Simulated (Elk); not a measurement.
# Spin spirals in MnAu by the generalised Bloch theorem

Aim: the energy of spin spirals in MnAu along a path of wavevectors.

Method: LDA (Perdew-Wang); all-electron APW+lo, Dirac cores, scalar-relativistic bands, in Elk 11.2.3 (patched build).

## (1) The starting structure

It takes space group P4/mmm (No. 123, tetragonal). The conventional cell has a = 3.189 Å, b = 3.189 Å, c = 3.310 Å, α = 90.00°, β = 90.00°, γ = 90.00°. Nearest to Mn lie 8 Au at 2.80 Å. Au has 8 Mn at 2.80 Å nearest. Farther neighbours are not listed.

The cell comes from a database of computed structures and need not be the stable phase.

## (2) Reference state

The energies of all spirals count from this run, made with the same spinor basis and mesh so that errors cancel.

The moments start as ferro +, on a cone 30° from z.

The last three numbers of an atom's line are a seed field in its sphere. It points against the wanted moment and shrinks by the factor reducebf each loop.

File elk.in:

```
tasks
  0
  33
  73

xctype
  3

rgkmax
  7.0

nempty
  14

swidth
  0.005

reducebf
  0.5

epsengy
  1e-06

maxscl
  100

lmaxi
  3

spinsprl
  .true.

spinpol
  .true.

vqlss
  0.000000 0.000000 0.000000

sppath
  './'

avec
  6.02581693675 0.00000000000 0.00000000000
  0.00000000000 6.02581693675 0.00000000000
  0.00000000000 0.00000000000 6.25473458003

atoms
  2
  'Mn.in'
  1
  0.5000000000 0.5000000000 0.5000000000   -0.131250 0.000000 -0.227332
  'Au.in'
  1
  0.0000000000 0.0000000000 0.0000000000   0.000000 0.000000 0.000000

ngridk
  8 8 8

plot3d
  0 0 0
  1 0 0
  0 1 0
  0 0 1
  16 16 17
```

Started as:

```console
$ OMP_NUM_THREADS=2 elk
```

Numbers of over 12 decimals in the logs are rounded to 6 here.

The log of the run:

```text
┌─────────────────────────┐
│ Elk code version 11.2.3 │
└─────────────────────────┘

All units are atomic (Hartree, Bohr, etc.)

┌─────────────────────────────────────────────────┐
│ Ground-state run starting from atomic densities │
└─────────────────────────────────────────────────┘

Lattice vectors :
   6.025816937       0.000000000       0.000000000
   0.000000000       6.025816937       0.000000000
   0.000000000       0.000000000       6.254734580

Reciprocal lattice vectors :
   1.042710951       0.000000000       0.000000000
   0.000000000       1.042710951       0.000000000
   0.000000000       0.000000000       1.004548671

Unit cell volume      :    227.1123508
Brillouin zone volume :    1.092191651

Muffin-tin inner radius fraction :   0.1000000000E-01

Nuclei treated as point charges

Species : 1 (Mn)
 parameters loaded from : Mn.in
 name : manganese
 nuclear charge    :   -25.00000000
 electronic charge :    25.00000000
 atomic mass :    100145.9370
 muffin-tin radius :    2.400000000
 number of radial points in muffin-tin :    497
 inner part over the whole radius :   0.9798345621E-02
 number on inner part of muffin-tin    :    350
 approximate nuclear radius :   0.7074591925E-04
 number of mesh points to nuclear radius :    165
 atomic positions (lattice), magnetic fields (Cartesian) :
  1 :   0.00000000  0.00000000  0.00000000   -0.13125000  0.00000000 -0.22733200

Species : 2 (Au)
 parameters loaded from : Au.in
 name : gold
 nuclear charge    :   -79.00000000
 electronic charge :    79.00000000
 atomic mass :    359048.0562
 muffin-tin radius :    2.800000000
 number of radial points in muffin-tin :    697
 inner part over the whole radius :   0.9813084931E-02
 number on inner part of muffin-tin    :    500
 approximate nuclear radius :   0.1033733540E-03
 number of mesh points to nuclear radius :    262
 atomic positions (lattice), magnetic fields (Cartesian) :
  1 :   0.50000000  0.50000000  0.50000000    0.00000000  0.00000000  0.00000000

Total number of atoms per unit cell :    2
Total muffin-tin volume :    149.8581584
 ratio of muffin-tin to unit cell volume :   0.6598415183

Spin treatment :
 spin-polarised
 global magnetic field (Cartesian) :    0.000000000       0.000000000       0.000000000
 non-collinear magnetisation
 spin-spiral state assumed
  q-vector (lattice)   :    0.000000000       0.000000000       0.000000000
  q-vector (Cartesian) :    0.000000000       0.000000000       0.000000000
  q-vector length      :    0.000000000

Number of Bravais lattice symmetries :   16
Number of crystal symmetries         :   16
Crystal has inversion symmetry
Real symmetric eigensolver will be used

k-point grid :      8     8     8
k-point offset :    0.000000000       0.000000000       0.000000000
k-point set is reduced with full crystal symmetry group
Total number of k-points :       75

Muffin-tin radius times maximum |G+k| :    7.000000000
 using average radius
Maximum |G+k| for APW functions       :    2.692307692
Maximum (1/2)|G+k|²                   :    3.624260355
Maximum |G| for potential and density :    12.00000000
Constant for pseudocharge density :    8
 order of it for each species :   15  15
 order of it for pair densities of each species (exact exchange by exxq0 0: 15) :    8  11
Radial integration step length :    1

G-vector grid sizes :     24    24    24
Number of G-vectors :     6651

Maximum angular momentum used for
 APW functions            :    8
 outer part of muffin-tin :    6
 inner part of muffin-tin :    3

Total nuclear charge    :   -104.0000000
Total core charge       :    58.00000000
Total valence charge    :    46.00000000
Total excess charge     :    0.000000000
Total electronic charge :    104.0000000

Effective Wigner radius, rₛ :   0.8048339134

Number of empty states         :     28
Total number of valence states :    104
Total number of core states    :     58

Third-order local-orbitals added for an l without core states : T
Total number of local-orbitals :     61

Exchange-correlation functional :      3     0     0
 Perdew-Wang/Ceperley-Alder, Phys. Rev. B 45, 13244 (1992)
 gradient requirement :    0
 local density approximation (LDA)

Smearing type :    3
 Fermi-Dirac
Smearing width :   0.5000000000E-02
Effective electronic temperature (K) :    1578.875124

Mixing type :    3
 Broyden mixing, J. Phys. A: Math. Gen. 17, L317 (1984)

Kohn-Sham potential initialised from atomic data

┌──────────────────────────────┐
│ Self-consistent loop started │
└──────────────────────────────┘

┌─────────────────┐
│ Loop number : 1 │
└─────────────────┘

Energies :
 Fermi                       :     0.100558
 sum of occupied eigenvalues :     -12392.554129304
 electron kinetic            :      23027.764175263
 core electron kinetic       :      22033.362394760
 Coulomb                     :     -42816.504450403
 Coulomb potential           :     -34915.626838760
 nuclear-nuclear             :     -1855.7348692443
 electron-nuclear            :     -47051.644138817
 Hartree                     :      6090.8745576587
 Madelung                    :     -25358.691031022
 xc potential                :     -504.55598023210
 xc effective B-field        :    -0.147688
 external B-field            :      0.000000
 exchange                    :     -394.23075091070
 correlation                 :     -10.375412677312
 electron entropic           :    -0.82986624033821E-02
 total energy                :     -20193.354737390
 (external B-field energy excluded from total)

Density of states at Fermi energy :    103.0774656
 (states/Hartree/unit cell)

Estimated indirect band gap :   0.3561095578E-03
 from k-point 53 to k-point 28
Estimated direct band gap   :   0.2596338088E-02
 at k-point 28

Charges :
 core                        :    58.00000000
 valence                     :    46.00000000
 interstitial                :    2.152419452
 muffin-tins (core leakage)
  species : 1 (Mn)
   atom 1                    :    24.65516285     ( -0.3595730940E-05)
  species : 2 (Au)
   atom 1                    :    77.19241770     (  0.1057174595E-03)
 total in muffin-tins        :    101.8475805
 total calculated charge     :    103.9997963
 total charge                :    104.0000000
 error                       :   0.2036797494E-03

Moments :
 interstitial                :   0.1894916274E-01  0.4012291076E-11  0.3282102719E-01
 muffin-tins
  species : 1 (Mn)
   atom 1                    :    1.450998158      0.8467848942E-11   2.513207515
  species : 2 (Au)
   atom 1                    :   0.1802671357      0.3278879110E-10  0.3122328063
 total in muffin-tins        :    1.631265293      0.4125664004E-10   2.825440322
 total moment                :    1.650214456      0.4526893112E-10   2.858261349

┌─────────────────┐
│ Loop number : 2 │
└─────────────────┘

Energies :
 Fermi                       :     0.103381
 sum of occupied eigenvalues :     -12392.838739133
 electron kinetic            :      23028.060295790
 core electron kinetic       :      22033.159943716
 Coulomb                     :     -42817.310984230
 Coulomb potential           :     -34913.123014300
 nuclear-nuclear             :     -1855.7348692443
 electron-nuclear            :     -47055.820825244
 Hartree                     :      6094.2447102590
 Madelung                    :     -25360.749477079
 xc potential                :     -507.63560416212
 xc effective B-field        :    -0.156734
 external B-field            :      0.000000
 exchange                    :     -394.23874234260
 correlation                 :     -10.374358524572
 electron entropic           :    -0.78089955774186E-02
 total energy                :     -20193.871598303
 (external B-field energy excluded from total)

Density of states at Fermi energy :    96.86822560
 (states/Hartree/unit cell)

Estimated indirect band gap :   0.6910785033E-04
 from k-point 33 to k-point 5
Estimated direct band gap   :   0.3749125624E-02
 at k-point 22

Charges :
 core                        :    58.00000000
 valence                     :    46.00000000
 interstitial                :    2.145076316
 muffin-tins (core leakage)
  species : 1 (Mn)
   atom 1                    :    24.52131350     ( -0.3595731030E-05)
  species : 2 (Au)
   atom 1                    :    77.33361019     (  0.1050007696E-03)
 total in muffin-tins        :    101.8549237
 total calculated charge     :    103.9998057
 total charge                :    104.0000000
 error                       :   0.1943391800E-03

Moments :
 interstitial                :   0.2292642852E-01 -0.1780820319E-07  0.3970989311E-01
 muffin-tins
  species : 1 (Mn)
   atom 1                    :    1.497168421     -0.1250212318E-06   2.593177104
  species : 2 (Au)
   atom 1                    :   0.1624033007     -0.3189005530E-07  0.2812918181
 total in muffin-tins        :    1.659571722     -0.1569112871E-06   2.874468922
 total moment                :    1.682498150     -0.1747194903E-06   2.914178815

RMS change in Kohn-Sham potential (target) :   0.3421645015     (  0.1000000000E-05)
Absolute change in total energy (target)   :   0.5168609121     (  0.1000000000E-05)

[... loops 3 to 19 left out ...]

┌──────────────────┐
│ Loop number : 20 │
└──────────────────┘

Energies :
 Fermi                       :     0.254396
 sum of occupied eigenvalues :     -12387.507912723
 electron kinetic            :      23039.603175302
 core electron kinetic       :      22034.936278504
 Coulomb                     :     -42828.463630271
 Coulomb potential           :     -34889.573341357
 nuclear-nuclear             :     -1855.7348692443
 electron-nuclear            :     -47102.077544500
 Hartree                     :      6129.3487834734
 Madelung                    :     -25383.676959593
 xc potential                :     -537.28437573224
 xc effective B-field        :    -0.253371
 external B-field            :      0.000000
 exchange                    :     -394.67195247427
 correlation                 :     -10.373299016973
 electron entropic           :    -0.32957506770970E-02
 total energy                :     -20193.909002211
 (external B-field energy excluded from total)

Density of states at Fermi energy :    39.04359545
 (states/Hartree/unit cell)

Estimated indirect band gap :   0.1372467773E-02
 from k-point 29 to k-point 62
Estimated direct band gap   :   0.2956936417E-02
 at k-point 4

Charges :
 core                        :    58.00000000
 valence                     :    46.00000000
 interstitial                :    1.992469616
 muffin-tins (core leakage)
  species : 1 (Mn)
   atom 1                    :    23.61211254     ( -0.3595730927E-05)
  species : 2 (Au)
   atom 1                    :    78.39541784     (  0.9221770867E-04)
 total in muffin-tins        :    102.0075304
 total calculated charge     :    103.9998287
 total charge                :    104.0000000
 error                       :   0.1713163581E-03

Moments :
 interstitial                :   0.6252432011E-01 -0.3521637858E-05  0.1083026703
 muffin-tins
  species : 1 (Mn)
   atom 1                    :    1.905493171     -0.1488874609E-03   3.300457907
  species : 2 (Au)
   atom 1                    :   0.3914947003E-01 -0.9437167833E-05  0.6781628068E-01
 total in muffin-tins        :    1.944642641     -0.1583246288E-03   3.368274188
 total moment                :    2.007166961     -0.1618462666E-03   3.476576858

RMS change in Kohn-Sham potential (target) :   0.7701742666E-07 (  0.1000000000E-05)
Absolute change in total energy (target)   :   0.8981442079E-07 (  0.1000000000E-05)

Convergence targets achieved

┌──────────────────┐
│ Loop number : 21 │
└──────────────────┘

Energies :
 Fermi                       :     0.254396
 sum of occupied eigenvalues :     -12387.507916060
 electron kinetic            :      23039.603173413
 core electron kinetic       :      22034.936277979
 Coulomb                     :     -42828.463631438
 Coulomb potential           :     -34889.573340136
 nuclear-nuclear             :     -1855.7348692443
 electron-nuclear            :     -47102.077548230
 Hartree                     :      6129.3487860369
 Madelung                    :     -25383.676961370
 xc potential                :     -537.28437844978
 xc effective B-field        :    -0.253371
 external B-field            :      0.000000
 exchange                    :     -394.67195238361
 correlation                 :     -10.373299028401
 electron entropic           :    -0.32957515343098E-02
 total energy                :     -20193.909005188
 (external B-field energy excluded from total)

Density of states at Fermi energy :    39.04360230
 (states/Hartree/unit cell)

Estimated indirect band gap :   0.1372300651E-02
 from k-point 29 to k-point 62
Estimated direct band gap   :   0.2956736367E-02
 at k-point 4

Charges :
 core                        :    58.00000000
 valence                     :    46.00000000
 interstitial                :    1.992469614
 muffin-tins (core leakage)
  species : 1 (Mn)
   atom 1                    :    23.61211231     ( -0.3595730895E-05)
  species : 2 (Au)
   atom 1                    :    78.39541807     (  0.9221771568E-04)
 total in muffin-tins        :    102.0075304
 total calculated charge     :    103.9998287
 total charge                :    104.0000000
 error                       :   0.1713163278E-03

Moments :
 interstitial                :   0.6252385599E-01 -0.3932384250E-05  0.1083019520
 muffin-tins
  species : 1 (Mn)
   atom 1                    :    1.905491572     -0.1614071576E-03   3.300457719
  species : 2 (Au)
   atom 1                    :   0.3914936579E-01 -0.9693968049E-05  0.6781615813E-01
 total in muffin-tins        :    1.944640937     -0.1711011257E-03   3.368273877
 total moment                :    2.007164793     -0.1750335099E-03   3.476575829

┌──────────────────────────────┐
│ Self-consistent loop stopped │
└──────────────────────────────┘

Wrote STATE.OUT
```

It took 4.1 min on 2 threads of Arm Neoverse V2, shared host; peak memory 0.17 GiB; 8.2 min of CPU time.

Read from the output:

| Property | Result |
| --- | --- |
| density of states at the Fermi level | 1.435 states/eV/cell |
| moment between the spheres | 0.06252, 0, 0.1083 μB |
| magnetization | 2.007, 0, 3.477 μB |
| final state | ferromagnetic |
| largest moment | 3.811 μB |

After 21 cycles the largest moment stands at 3.81 μB.

(Continued in part 2 of 2.)

[Logs and program files are shortened in this print: banners, set-up blocks, solver, clock and traceback lines can be left out without a mark of their own.]

[Logs are printed without paths, hosts, clocks, repeated set-up lines and the standing remarks that a program may print on its own settings, such as how far it seeks lower states.]

[Hosts, paths, dates, database ids (printed as entryN), source tags and the programs' standing remarks are cut or masked in the printed files.]

[Where a cell is said to come from a database of computed structures, the database is the Materials Project.]
